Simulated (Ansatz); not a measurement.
# Electron–phonon scattering in Rh(111) film of 2 layers, part 3 of 4

The plan: relax Rh(111) film of 2 layers, check its phonons, and, if the lattice is stable, compute its Eliashberg function and ρ(T).

Ansatz 0.2.0; DFT PBEsol, scalar-relativistic, plane waves, PAW; PAW set soft_1.

So far. Step 6 (Lattice stability: q 2×2×1, k 8×8×1): Among the solved wavevectors the lowest mode, translations apart, is 65.1 cm⁻¹, so these are real on this k mesh. Step 7 (Phonons: q 3×3×1, k 9×9×1): Among the solved wavevectors the lowest mode, translations apart, is 104 cm⁻¹, so these are real on this k mesh.

## 8. Electron–phonon run: q 3×3×1, k 9×9×1, scattering 18×18×1

Phonons, couplings and the Boltzmann equation in one run.

input.yaml reads:

```yaml
crystal:
  lattice:
    - [2.5987214349, -2.7919e-06, 0.0]
    - [-1.2993582996, 2.2505601759, 0.0]
    - [0.0, 0.0, 28.1878614963]
  atoms:
    - { symbol: Rh, position: [0.0, 0.0, 0.1957573961] }
    - { symbol: Rh, position: [0.3333333333, 0.6666666667, 0.2723139402] }
  periodic: [true, true, false]
kpoints:
  mp_grid: { grid: [9, 9, 1] }
hamiltonian:
  xc: pbesol
  pseudopotentials: { kind: paw, azcp: { folder: soft_1 }, xc_functional: pbe }
scf:
  occupations: { method: methfessel_paxton, width: 0.2 }
output:
  eigenvalues: true
phonons:
  method: dfpt
  qmesh: [3, 3, 1]
  temperatures: { t_max: 1000, t_step: 50 }
  qpath:
    path:
      - [0.0, 0.0, 0.0]
      - [0.5, 0.0, 0.0]
      - [0.33333333, 0.33333333, 0.0]
      - [0.0, 0.0, 0.0]
    npoints: 10
  electrical_resistivity:
    mesh: [18, 18, 1]
    temperatures: [20.0, 50.0, 77.0, 100.0, 150.0, 200.0, 300.0, 400.0, 600.0, 800.0]
```

Run with:

```sh
ansatz run input.yaml --threads 4 --pin off --max-ram 20480MiB --backend cpu --events-out ev --progress --plain --runs-dir out
```

Numbers of over 12 decimals in the logs are rounded to 6 here.

What it wrote:

```text
[...]
Crystal: 2 atoms, lattice volume = 164.859 Å³
Basis set: ecut = 420 eV, 3305 PW (Γ), exchange–correlation on 36×36×384 points (8 copies of the dense FFT grid, shifted against one another)
Bands: 21, of which v1, the nominal top of the filled ones, is band 17 counted from 1 (16 counted from 0)
Symmetry: 12 space group operations
k-points: 12 of 81 (irreducible under 6 space group operations, time reversal used)
[...]
SCF iter   1: F=—  HF=-12676.807621 eV  |F-HF|=—  |Δ(HF+E_count)|=         —  Δρ=4.35e-2  dr2=3.28e0  ethr=3.10e-3  ⟨swp⟩=12.9  Hψ=4568  notcnv=0  defer=5
[...]
SCF iter  12: F=-12675.790156 eV  HF=-12675.790156 eV  |F-HF|=3.64e-12  |Δ(HF+E_count)|=  3.06e-10  S|Δr|=    0.00e0  Δρ=4.17e-8  dr2=3.50e-12  ethr=1.00e-12  ⟨swp⟩=25.2  Hψ=2859  notcnv=0
SCF 1 converged in 12 iterations: F = -12675.790156 eV  dr2 = 3.50e-12
[...]
Bands: 25, of which v1, the nominal top of the filled ones, is band 17 counted from 1 (16 counted from 0)
k-points: 12 of 81
SCF iter   1: F=—  HF=-12676.807621 eV  |F-HF|=—  |Δ(HF+E_count)|=         —  Δρ=4.35e-2  dr2=3.28e0  ethr=3.10e-3  ⟨swp⟩=12.9  Hψ=2514  notcnv=0  defer=5
[...]
SCF iter  12: F=-12675.790156 eV  HF=-12675.790156 eV  |F-HF|=2.36e-11  |Δ(HF+E_count)|=  3.02e-10  S|Δr|=    0.00e0  Δρ=4.09e-8  dr2=3.37e-12  ethr=1.00e-12  ⟨swp⟩=5.4  Hψ=915  notcnv=0
SCF 2 converged in 12 iterations: F = -12675.790156 eV  dr2 = 3.37e-12
[...]
SCF converged after 12 iterations
[...]
Free energy (F): -12675.790156 eV
[...]
Internal energy: -12675.794429 eV  (E = F + TS)
E sigma→0 (E₀):  -12675.791224 eV
Entropy (-TS):   0.004274 eV (2.137 meV/atom)
Fermi energy:    -5.255707 eV
[...]
--- Band table (eV; the first three rows and the last of 12) ---
  k-point 0: bands = [... 13 lower, -7.9446, -7.9446, -6.3987, -5.8221, -5.8221, -4.8002, -4.8002, -4.3090, ... 4 higher]
  k-point 1: bands = [... 13 lower, -7.7832, -7.6146, -6.9482, -6.0693, -5.9628, -5.1776, -4.7893, -2.7414, ... 4 higher]
  k-point 2: bands = [... 13 lower, -7.5520, -7.0179, -6.7197, -6.6228, -6.0073, -4.8080, -4.1789, -0.8807, ... 4 higher]
  k-point 11: bands = [... 13 lower, -7.9926, -7.8153, -6.1851, -5.1965, -5.1965, 3.1264, 3.2601, 3.2601, ... 4 higher]
  ° read free of the cell's end (the report's vacuum.weakly_bound_levels)
[...]
ASR residual: 3.698e-5 → 0.000e0 eV/Å²; symmetrization residual: 5.346e-7 eV/Å²
[...]
ASR residual per site (eV/Å²): 3.70e-5 3.66e-5
  Γ frequencies (cm⁻¹): 0.00 0.00 0.00 116.43 116.43 222.28
--- Phonons (arbitrary-q DFPT): 3 irreducible q on the 3×3×1 mesh ---
[...]
interpolated dispersion: 31 rows × 6 modes
[...]
--- Electrical resistivity: potentials and phonons of a 3×3×1 supercell ---
  scattering by harmonic phonons alone, with no dipole-dipole term; scattering by other electrons, impurities, surfaces and spin disorder is left out, and so is spin–orbit coupling
  the resistivity is that of a variational response, whose dependence on the energy is improved iteratively
  tensors lie in the sheet's plane, the Hall coefficient along its normal; that, the resistivity and the plasma energy are of the whole cell, vacuum included; the cell is 28.188 Å high
  at the Fermi level of each mesh (of a tensor half of its trace):
           mesh   spin    states/(eV spin)  plasma energy (eV)         λ      λ_tr    ħω_log (meV)
        18×18×1                     1.4467              3.3938    0.3669    0.4340          17.439
          9×9×1                     1.3386              3.3187    0.3747    0.4665          18.379
  resistivity on the deck's mesh, µΩ·cm:
     T (K)       trace/2  mesh converged            xx            yy            zz    lowest order   relaxation time
     20.00     3.4476e-2              no     3.4476e-2     3.4476e-2      0.0000e0       6.0232e-2         5.0001e-2
     50.00      1.4420e0              no      1.4420e0      1.4420e0      0.0000e0        2.0542e0          1.5704e0
     77.00      4.9543e0             yes      4.9543e0      4.9543e0      0.0000e0        6.1142e0          5.2191e0
    100.00      8.7247e0              no      8.7247e0      8.7247e0      0.0000e0        1.0137e1          9.0767e0
    150.00      1.7188e1              no      1.7188e1      1.7188e1      0.0000e0        1.9092e1          1.7699e1
    200.00      2.5395e1              no      2.5395e1      2.5395e1      0.0000e0        2.7954e1          2.6078e1
    300.00      4.1416e1              no      4.1416e1      4.1416e1      0.0000e0        4.5574e1          4.2492e1
    400.00      5.7343e1              no      5.7343e1      5.7343e1      0.0000e0        6.3270e1          5.8835e1
    600.00      8.9133e1              no      8.9133e1      8.9133e1      0.0000e0        9.8690e1          9.1342e1
    800.00      1.2064e2              no      1.2064e2      1.2064e2      0.0000e0        1.3387e2          1.2323e2
  sheet resistance at 20 K: 0.1223 Ω
  mean free path at 20 K (of a tensor half of its trace): 8755 nm by what each carries, 6046 by the Fermi surface alone
  Hall coefficient in a weak field at 20 K (along the normal): -2.321e-11 m³/C (how far it moves between the two finest meshes is not known); by each state's relaxation time: -4.523e-11 m³/C; by a constant relaxation time: -8.053e-11 m³/C
  sheet resistance at 50 K: 5.116 Ω
[...]
sheet resistance at 77 K: 17.58 Ω
[...]
sheet resistance at 100 K: 30.95 Ω
[...]
sheet resistance at 150 K: 60.98 Ω
[...]
sheet resistance at 200 K: 90.09 Ω
[...]
sheet resistance at 300 K: 146.9 Ω
[...]
sheet resistance at 400 K: 203.4 Ω
[...]
sheet resistance at 600 K: 316.2 Ω
[...]
sheet resistance at 800 K: 428.0 Ω
[...]
the resistivity times a path that all electrons share, by the Fermi surface of the deck's mesh alone (half of the trace): 2.084e-15 Ω·m²
  not converged in the mesh (λ; λ_tr; the resistivity at 20 K by 28.90 %; the resistivity at 50 K by 8.02 %; the resistivity at 100 K by 2.76 %; the resistivity at 150 K by 5.76 %; the resistivity at 200 K by 6.03 %; the resistivity at 300 K by 4.89 %; the resistivity at 400 K by 4.09 %; the resistivity at 600 K by 3.59 %; the resistivity at 800 K by 3.31 %): between neighbouring meshes, the two finest first, λ moves [...]
  vibrations of 9 cells: unjudged by the run; compare a larger repeat
  the changes of the potential over all sites missed a rigid shift's by 0.21 % (the site terms' by 0.00 %)
  at the force constants' own smearing the fine mesh and the k-points of their solves give squared frequencies that differ by 19.1 % of the larger at the most, at (0.3333, 0.3333, 0)
```

The job ended after 93 s (4 threads of Arm Neoverse V2, shared host; peak memory 1.6 GiB; 5.9 min of CPU time).

This step gave:

* cell height: 28.19 Å
* sheet resistance 300K: 146.9 Ω/square, mean in the plane
* resistivity at 300 K: 41.42 μΩ cm, mean of the axes, of the whole cell with its vacuum
* coupling constant λ: 0.3669
* density of states at the Fermi level: 1.447 states/eV a spin and cell
* log mean phonon energy ħω_log: 17.44 meV
* transport coupling constant λ_tr: 0.434, 0.434, 0 (xx, yy, zz)
* Drude plasma energy: 3.394, 3.394, 0 eV (xx, yy, zz), of the whole cell with its vacuum
* second-moment phonon energy ħω₂: 19.4 meV, from the broadened α²F curve
* coupling λ by branch: 0.106, 0.0866, 0.0563, 0.0564, 0.033, 0.0282 (branches by rank of frequency)

The Eliashberg function α²F has structure finer than the step of the table below, so its rows give means over 1 meV, whole bins alone (the curve runs from 0.121 to 30.9 meV). Peaks (meV: height): α²F 13.2: 0.264, 18.1: 0.856, 23.6: 0.412, 30.2: 0.206; α²F tr 13.2: 0.284, 18.1: 1.06, 23.6: 0.512, 27.5: 0.340.

Eliashberg function α²F against phonon energy; means over each step:

```tsv
phonon energy (meV)	α²F	α²F tr
1	2.6e-4	2.2e-4
2	7.9e-4	7.0e-4
3	0.00142	0.00108
4	0.00246	0.00164
5	0.00389	0.00248
6	0.00630	0.00421
7	0.00998	0.00721
8	0.0163	0.0122
9	0.0238	0.0179
10	0.0337	0.0254
11	0.0459	0.0349
12	0.0752	0.0678
13	0.200	0.213
14	0.133	0.144
15	0.108	0.117
16	0.0975	0.117
17	0.129	0.161
18	0.539	0.650
19	0.347	0.349
20	0.127	0.182
21	0.128	0.194
22	0.195	0.245
23	0.264	0.298
24	0.129	0.170
25	0.0510	0.0946
26	0.0903	0.156
27	0.157	0.263
28	0.142	0.235
29	0.114	0.171
30	0.163	0.213
```

Of the whole cell with its vacuum, so only the sheet resistance is a property of the layer; the means are those of the plane. Resistivity, by row:

```tsv
T (K)	ρ_xx (μΩ cm)	ρ_yy	ρ_zz	ρ by Ziman's lowest order, mean	ρ by relaxation times, mean	within 2 % of the coarser mesh
20	0.03448	0.03448	-	0.06023	0.05	no
50	1.442	1.442	-	2.054	1.57	no
77	4.954	4.954	-	6.114	5.219	yes
100	8.725	8.725	-	10.14	9.077	no
150	17.19	17.19	-	19.09	17.7	no
200	25.39	25.39	-	27.95	26.08	no
300	41.42	41.42	-	45.57	42.49	no
400	57.34	57.34	-	63.27	58.84	no
600	89.13	89.13	-	98.69	91.34	no
800	120.6	120.6	-	133.9	123.2	no
```

By its own test the run is not converged in the mesh. λ = 0.367 and 147 Ω per square at 300 K.

(Part 3 of 4 ends here.)

[Logs are printed without paths, hosts, clocks, repeated set-up lines and the standing remarks that a program may print on its own settings, such as how far it seeks lower states.]

[Hosts, paths, dates, database ids (printed as entryN), source tags and the programs' standing remarks are cut or masked in the printed files.]
